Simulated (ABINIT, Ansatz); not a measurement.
# Converging GW for PbO (P4/nmm) in ABINIT

Aim: raise bands and screening cutoff together for PbO (P4/nmm) and follow gap and time.

Method: PBE and many-body steps on it, plane waves, in ABINIT 10.8.3.

The database entry behind the starting cell differs from later determinations by our own check (c about 1 % long), so it need not match the best structure at ambient conditions.

## Step 1: The starting structure

It takes space group P4/nmm (No. 129, tetragonal). Conventional cell: a = 3.975 Å, b = 3.975 Å, c = 5.023 Å, α = 90.00°, β = 90.00°, γ = 90.00°. Nearest to Pb lie 4 O at 2.32 Å. O has 4 Pb at 2.32 Å nearest. Farther neighbours and most contacts between anions are not listed.

The cell and positions come from the Crystallography Open Database and are kept as given unless a step says otherwise. Spin-orbit coupling is left out unless a step names it.

## Step 2: Empty states on the mesh, 4×4×4 mesh, 290 bands

This step: ABINIT 10.8.3; DFT, PBE, plane waves, norm-conserving pseudopotentials.

The sums over transitions need many empty states on a uniform mesh; this step solves for them.

run.abi

```
acell 3*1.0 Angstrom
rprim 
  3.974800000000 0.000000000000 0.000000000000
  0.000000000000 3.974800000000 0.000000000000
  0.000000000000 0.000000000000 5.022700000000
ntypat 2
znucl 82 8
natom 4
typat 1 1 2 2
xred 
  0.000000000000 0.500000000000 0.238514000000
  0.500000000000 0.000000000000 0.761486000000
  0.000000000000 0.000000000000 0.000000000000
  0.500000000000 0.500000000000 0.000000000000
pp_dirpath "pseudos"
pseudos "Pb.upf, O.upf"
ecut 42
ngkpt 4 4 4
nshiftk 1
shiftk 0 0 0
kptopt 1
chksymbreak 0
iscf -2
irdden 1
istwfk *1
nband 290
nbdbuf 26
tolwfr 1e-09
nstep 60
prtvol 0
indata_prefix "in"
outdata_prefix "out"
tmpdata_prefix "tmp"
```

Launch:

```bash
$ OMP_NUM_THREADS=1 mpirun -n 8 abinit run.abi > log
```

Numbers of over 12 decimals in the logs are rounded to 6 here.

Output:

```text
.Version 10.8.3 of ABINIT. v10.8.2 released Aug 2026.

 Symmetries : space group P4/n m m (#129); Bravais tP (primitive tetrag.)
[... echo of the input left out ...]
== DATASET  1 ==================================================================
-   mpi_nproc: 8, omp_nthreads: 1 (-1 if OMP is not activated)

--- !DatasetInfo
iteration_state: {dtset: 1, }
dimensions: {natom: 4, nkpt: 18, mband: 290, nsppol: 1, nspinor: 1, nspden: 1, mpw: 7000, }
cutoff_energies: {ecut:  42.0, pawecutdg:  -1.0, }
[...]
4.43974    4.47139    4.47635    4.47636    4.47722    4.48786    4.48786    4.52289
   4.52417    4.54214    4.57019    4.57072    4.60682    4.60871    4.61017    4.61725
   4.62065    4.63323
 prteigrs : prtvol=0 or 1, do not print more k-points.

== END DATASET(S) ==============================================================
================================================================================

 -outvars: echo values of variables after computation  --------
            nband         290
             nkpt          18
          spgroup         129
 [... the other variables as echoed above ...]

 Calculation completed.
```

Wall time 3.9 min (8 MPI ranks of Intel Xeon 6975P-C (Granite Rapids), shared host); peak memory 1.4 GiB.

This step gave:

```yaml
gap: 1.175 eV
k_of_the_valence_top: 0, 0, 0
k_of_the_conduction_bottom: 0.5, 0.5, 0
least_direct_gap: 2.178 eV
k_points_computed: 18
lowest_point_of_the_top_converged_band_above_the_valence_top: 108.1854 eV
```

On this mesh the gap is 1.175 eV.

The density comes from a self-consistent run that is not shown.

## Step 3: Screening, 4×4×4 mesh, 57 bands, screening to 76.2 eV

The RPA dielectric matrix is built and inverted for each q.

This step: RPA screening on PBE, plane waves, norm-conserving pseudopotentials.

run.abi: that of step 2 with these lines changed.

```diff
@@ -22,10 +22,11 @@
 chksymbreak 0
-iscf -2
-irdden 1
 istwfk *1
-nband 290
-nbdbuf 26
-tolwfr 1e-09
-nstep 60
-prtvol 0
+occopt 1
+irdwfk 1
+optdriver 3
+nband 57
+ecuteps 2.8
+inclvkb 2
+awtr 1
+symchi 1
 indata_prefix "in"
```

Output:

```text
.Version 10.8.3 of ABINIT. v10.8.2 released Aug 2026.

 Symmetries : space group P4/n m m (#129); Bravais tP (primitive tetrag.)
[... echo of the input left out ...]
== DATASET  1 ==================================================================
-   mpi_nproc: 8, omp_nthreads: 1 (-1 if OMP is not activated)

--- !DatasetInfo
iteration_state: {dtset: 1, }
dimensions: {natom: 4, nkpt: 18, mband: 57, nsppol: 1, nspinor: 1, nspden: 1, mpw: 7000, }
cutoff_energies: {ecut:  42.0, pawecutdg:  -1.0, }
electrons: {nelect:   5.60000000E+01, charge:   0.00000000E+00, occopt:   1.00000000E+00, tsmear:   1.00000000E-02, }

 SCREENING: Calculation of the susceptibility and dielectric matrices

 Based on a program developped by R.W. Godby, V. Olevano, G. Onida, and L. Reining.
 Incorporated in ABINIT by V. Olevano, G.-M. Rignanese, and M. Torrent.
.Using double precision arithmetic ; gwpc =  8

[... cell and pseudopotentials left out ...]
--------------------------------------------------------------------------------

 ==== K-mesh for the wavefunctions ====
 Number of points in the irreducible wedge :    18
[... list of points left out ...]
 Together with 16 symmetry operations and time-reversal symmetry
 yields    64 points in the full Brillouin Zone.

 ==== Q-mesh for the screening function ====
 Number of points in the irreducible wedge :    18
[... list of points left out ...]
 Together with 16 symmetry operations and time-reversal symmetry
 yields    64 points in the full Brillouin Zone.

 setmesh: FFT mesh size selected  =    30x   30x   36
          total number of points  =        32400

 vcoul_init : cutoff-mode = AUXILIARY_FUNCTION
 q-points for optical limit:   1
     1)      0.000010    0.000020    0.000030

- screening: taking advantage of time-reversal symmetry
- Maximum band index for partially occupied states nbvw = 28
- Remaining bands to be divided among processors   nbcw = 29
- Number of bands treated by each node ~3

 Number of electrons calculated from density =   56.0000; Expected =   56.0000
 average of density, n =  0.104574
 r_s =    1.3167
 omega_plasma =   31.1937 [eV]

 calculating chi0 at frequencies [eV] :
  1    0.000000E+00    0.000000E+00
  2    0.000000E+00    3.119374E+01

--------------------------------------------------------------------------------
  q-point number  1        q = ( 0.000000, 0.000000, 0.000000) [r.l.u.]
--------------------------------------------------------------------------------
[... chi0 elements left out ...]
 For q-point:  0.000010 0.000020 0.000030
  dielectric constant =   6.2663
  dielectric constant without local fields =   6.9573

  Average fulfillment of the sum rule on Im[epsilon] for q-point    1 :     25.12  [%]
[... wings left out ...]
  q-point number  2        q = ( 0.250000, 0.000000, 0.000000) [r.l.u.]
--------------------------------------------------------------------------------
[... chi0 elements left out ...]
  Average fulfillment of the sum rule on Im[epsilon] for q-point    2 :     38.47  [%]

 [... 16 further q-points ...]
```

Run time: 37 s. Hardware: 8 MPI ranks; peak memory 3.4 GiB; 4.8 min of CPU time.

This step gave:

```
ε∞ with local fields, on this mesh, along the program's q direction : 6.266
the same without local fields                                       : 6.957
plasma frequency                                                    : 31.19 eV
plane waves in the screening matrix                                 : 127
```

Local fields lower ε∞ by 10 %. On a Γ-centred mesh this coarse the value itself is usually too large, while a short band sum pulls it down.

## Step 4: 57 bands, 76.2 eV

The self-energy is evaluated for the states that the input lists, and the levels follow from it, in one-shot runs by the linearised quasiparticle equation.

This step: G0W0 on PBE, plane waves, norm-conserving pseudopotentials.

run.abi: that of step 3 with these lines changed.

```diff
@@ -25,8 +25,17 @@
 irdwfk 1
-optdriver 3
+optdriver 4
 nband 57
+gwcalctyp 0
+ecutsigx 42
+symsigma 1
+nkptgw 2
+kptgw 
+  0.0000000000 0.0000000000 0.0000000000
+  0.5000000000 0.5000000000 0.0000000000
+bdgw 
+  26 30
+  27 30
 ecuteps 2.8
-inclvkb 2
-awtr 1
-symchi 1
+irdscr 1
+ppmodel 1
 indata_prefix "in"
```

Output:

```text
.Version 10.8.3 of ABINIT. v10.8.2 released Aug 2026.

 Symmetries : space group P4/n m m (#129); Bravais tP (primitive tetrag.)
[... echo of the input left out ...]
== DATASET  1 ==================================================================
-   mpi_nproc: 8, omp_nthreads: 1 (-1 if OMP is not activated)

--- !DatasetInfo
iteration_state: {dtset: 1, }
dimensions: {natom: 4, nkpt: 18, mband: 57, nsppol: 1, nspinor: 1, nspden: 1, mpw: 7000, }
cutoff_energies: {ecut:  42.0, pawecutdg:  -1.0, }
electrons: {nelect:   5.60000000E+01, charge:   0.00000000E+00, occopt:   1.00000000E+00, tsmear:   1.00000000E-02, }

 SIGMA: Calculation of the GW corrections

 Based on a program developped by R.W. Godby, V. Olevano, G. Onida, and L. Reining.
 Incorporated in ABINIT by V. Olevano, G.-M. Rignanese, and M. Torrent.
.Using double precision arithmetic ; gwpc =  8

[... cell and pseudopotentials left out ...]
--------------------------------------------------------------------------------

 ==== K-mesh for the wavefunctions ====
 Number of points in the irreducible wedge :    18
[... list of points left out ...]
 Together with 16 symmetry operations and time-reversal symmetry
 yields    64 points in the full Brillouin Zone.

 ==== Q-mesh for screening function ====
 Number of points in the irreducible wedge :    18
[... list of points left out ...]
 Together with 16 symmetry operations and time-reversal symmetry
 yields    64 points in the full Brillouin Zone.

 vcoul_init : cutoff-mode = AUXILIARY_FUNCTION
 q-points for optical limit:   1
     1)      0.000010    0.000020    0.000030
 setmesh: FFT mesh size selected  =    48x   48x   60
          total number of points  =       138240

 Number of electrons calculated from density =   56.0000; Expected =   56.0000
 average of density, n =  0.104574
 r_s =    1.3167
 omega_plasma =   31.1937 [eV]

 === KS Band Gaps ===
  >>>> For spin  1
   Minimum direct gap =   2.1780 [eV], located at k-point      :   0.5000  0.5000  0.0000
   Fundamental gap    =   1.1750 [eV], Top of valence bands at :   0.0000  0.0000  0.0000
                                       Bottom of conduction at :   0.5000  0.5000  0.0000
 SIGMA fundamental parameters:
 PLASMON POLE MODEL  1
 number of plane-waves for SigmaX                 6951
 number of plane-waves for SigmaC and W            127
 number of plane-waves for wavefunctions          6951
 number of bands                                    57
 number of independent spin polarizations            1
 number of spinorial components                      1
 number of k-points in IBZ                          18
 number of q-points in IBZ                          18
 number of symmetry operations                      16
 number of k-points in BZ                           64
 number of q-points in BZ                           64
 number of frequencies for dSigma/dE                 9
 frequency step for dSigma/dE [eV]                0.25
 number of omega for Sigma on real axis              0
 max omega for Sigma on real axis  [eV]           0.00
 zcut for avoiding poles [eV]                     0.10

 EPSILON^-1 parameters (SCR file):
 dimension of the eps^-1 matrix on file            127
 dimension of the eps^-1 matrix used               127
 number of plane-waves for wavefunctions          6951
 number of bands                                    57
 number of q-points in IBZ                          18
 number of frequencies                               2
 number of real frequencies                          1
 number of imag frequencies                          1

 matrix elements of self-energy operator (all in [eV])

 Perturbative Calculation

--- !SelfEnergy_ee
iteration_state: {dtset: 1, }
kpoint     : [   0.000,    0.000,    0.000, ]
spin       : 1
KS_gap     :    2.429
QP_gap     :    2.988
Delta_QP_KS:    0.559
data: !SigmaeeData |
     Band     E0 <VxcDFT>   SigX SigC(E0)      Z dSigC/dE  Sig(E)    E-E0       E
       26   5.476 -19.646 -24.584   5.404   0.747  -0.339 -19.298   0.348   5.824
       27   5.476 -19.646 -24.584   5.404   0.747  -0.339 -19.298   0.348   5.824
       28   7.092 -18.011 -20.576   3.137   0.785  -0.273 -17.562   0.449   7.541
       29   9.520 -12.393  -8.486  -2.695   0.833  -0.201 -11.384   1.009  10.529
       30  12.659 -11.424  -6.886  -3.159   0.830  -0.204 -10.279   1.145  13.804

--- !SelfEnergy_ee
iteration_state: {dtset: 1, }
kpoint     : [   0.500,    0.500,    0.000, ]
spin       : 1
KS_gap     :    2.178
QP_gap     :    2.257
Delta_QP_KS:    0.079
data: !SigmaeeData |
     Band     E0 <VxcDFT>   SigX SigC(E0)      Z dSigC/dE  Sig(E)    E-E0       E
       27   6.089 -20.427 -25.192   5.385   0.747  -0.338 -19.964   0.463   6.552
       28   6.089 -20.427 -25.192   5.385   0.747  -0.338 -19.964   0.463   6.552
       29   8.267 -10.108  -6.827  -2.632   0.835  -0.198  -9.566   0.542   8.809
       30   8.267 -10.109  -6.827  -2.632   0.835  -0.198  -9.566   0.542   8.809

== END DATASET(S) ==============================================================
================================================================================

 -outvars: echo values of variables after computation  --------
           etotal      0.0000000000E+00
            nband          57
             nkpt          18
          spgroup         129
 [... the other variables as echoed above ...]

 Calculation completed.
```

It took 4.8 s on 8 MPI ranks; peak memory 2.6 GiB; 37 s of CPU time.

Numbers from this step:

```yaml
g0w0_gap_on_the_points_computed: 1.268 eV
starting_gap_on_the_mesh: 1.175 eV
k_of_the_valence_top: 0, 0, 0
k_of_the_conduction_bottom: 0.5, 0.5, 0
z_at_the_valence_top: 0.785
z_at_the_conduction_bottom: 0.835
least_direct_g0w0_gap_on_the_computed_points: 2.257 eV
```

The gap on the mesh goes from 1.17 eV to 1.27 eV, a correction of +0.09 eV.

## Step 5: Screening, 4×4×4 mesh, 124 bands, screening to 141.5 eV

This step: RPA screening on PBE, plane waves, norm-conserving pseudopotentials.

run.abi: that of step 4 with these lines changed.

```diff
@@ -25,17 +25,8 @@
 irdwfk 1
-optdriver 4
-nband 57
-gwcalctyp 0
-ecutsigx 42
-symsigma 1
-nkptgw 2
-kptgw 
-  0.0000000000 0.0000000000 0.0000000000
-  0.5000000000 0.5000000000 0.0000000000
-bdgw 
-  26 30
-  27 30
-ecuteps 2.8
-irdscr 1
-ppmodel 1
+optdriver 3
+nband 124
+ecuteps 5.2
+inclvkb 2
+awtr 1
+symchi 1
 indata_prefix "in"
```

Output:

```text
.Version 10.8.3 of ABINIT. v10.8.2 released Aug 2026.

 Symmetries : space group P4/n m m (#129); Bravais tP (primitive tetrag.)
[... echo of the input left out ...]
== DATASET  1 ==================================================================
-   mpi_nproc: 8, omp_nthreads: 1 (-1 if OMP is not activated)

--- !DatasetInfo
iteration_state: {dtset: 1, }
dimensions: {natom: 4, nkpt: 18, mband: 124, nsppol: 1, nspinor: 1, nspden: 1, mpw: 7000, }
cutoff_energies: {ecut:  42.0, pawecutdg:  -1.0, }
electrons: {nelect:   5.60000000E+01, charge:   0.00000000E+00, occopt:   1.00000000E+00, tsmear:   1.00000000E-02, }

 SCREENING: Calculation of the susceptibility and dielectric matrices

 Based on a program developped by R.W. Godby, V. Olevano, G. Onida, and L. Reining.
 Incorporated in ABINIT by V. Olevano, G.-M. Rignanese, and M. Torrent.
.Using double precision arithmetic ; gwpc =  8

[... cell and pseudopotentials left out ...]
--------------------------------------------------------------------------------

 ==== K-mesh for the wavefunctions ====
 Number of points in the irreducible wedge :    18
[... list of points left out ...]
 Together with 16 symmetry operations and time-reversal symmetry
 yields    64 points in the full Brillouin Zone.

 ==== Q-mesh for the screening function ====
 Number of points in the irreducible wedge :    18
[... list of points left out ...]
 Together with 16 symmetry operations and time-reversal symmetry
 yields    64 points in the full Brillouin Zone.

 setmesh: FFT mesh size selected  =    30x   30x   40
          total number of points  =        36000

 vcoul_init : cutoff-mode = AUXILIARY_FUNCTION
 q-points for optical limit:   1
     1)      0.000010    0.000020    0.000030

- screening: taking advantage of time-reversal symmetry
- Maximum band index for partially occupied states nbvw = 28
- Remaining bands to be divided among processors   nbcw = 96
- Number of bands treated by each node ~12

 Number of electrons calculated from density =   56.0000; Expected =   56.0000
 average of density, n =  0.104574
 r_s =    1.3167
 omega_plasma =   31.1937 [eV]

 calculating chi0 at frequencies [eV] :
  1    0.000000E+00    0.000000E+00
  2    0.000000E+00    3.119374E+01

--------------------------------------------------------------------------------
  q-point number  1        q = ( 0.000000, 0.000000, 0.000000) [r.l.u.]
--------------------------------------------------------------------------------
[... chi0 elements left out ...]
 For q-point:  0.000010 0.000020 0.000030
  dielectric constant =   6.2388
  dielectric constant without local fields =   7.1126

  Average fulfillment of the sum rule on Im[epsilon] for q-point    1 :     59.94  [%]
[... wings left out ...]
  q-point number  2        q = ( 0.250000, 0.000000, 0.000000) [r.l.u.]
--------------------------------------------------------------------------------
[... chi0 elements left out ...]
  Average fulfillment of the sum rule on Im[epsilon] for q-point    2 :     74.32  [%]

 [... 16 further q-points ...]
```

Elapsed: 2.6 min, on 8 MPI ranks; peak memory 4.7 GiB; 20 min of CPU time.

This step gave:

- ε∞ with local fields, on this mesh, along the program's q direction: 6.239
- the same without local fields: 7.113
- plasma frequency: 31.19 eV
- plane waves in the screening matrix: 293

[end of part 1 of 2]

[Paths, hosts, dates, memory and timing lines, banners, echoed tables and standing remarks are left out of the program output.]

[Logs are printed without paths, hosts, clocks, repeated set-up lines and the standing remarks that a program may print on its own settings, such as how far it seeks lower states.]

[Runs of the session that timed out or met a known fault of the program may be left out.]

[Hosts, paths, dates, database ids (printed as entryN), source tags and the programs' standing remarks are cut or masked in the printed files.]

[G0W0 gaps are taken among the corrected bands and points alone; a level outside them can change the order at an edge.]

[Where Ansatz stands beside ABINIT at settings called matched, ABINIT's density can come from a denser mesh and the files from another edition; pairs whose starting gaps differed by over 0.03 eV were left out, so agreement reads better than it is.]
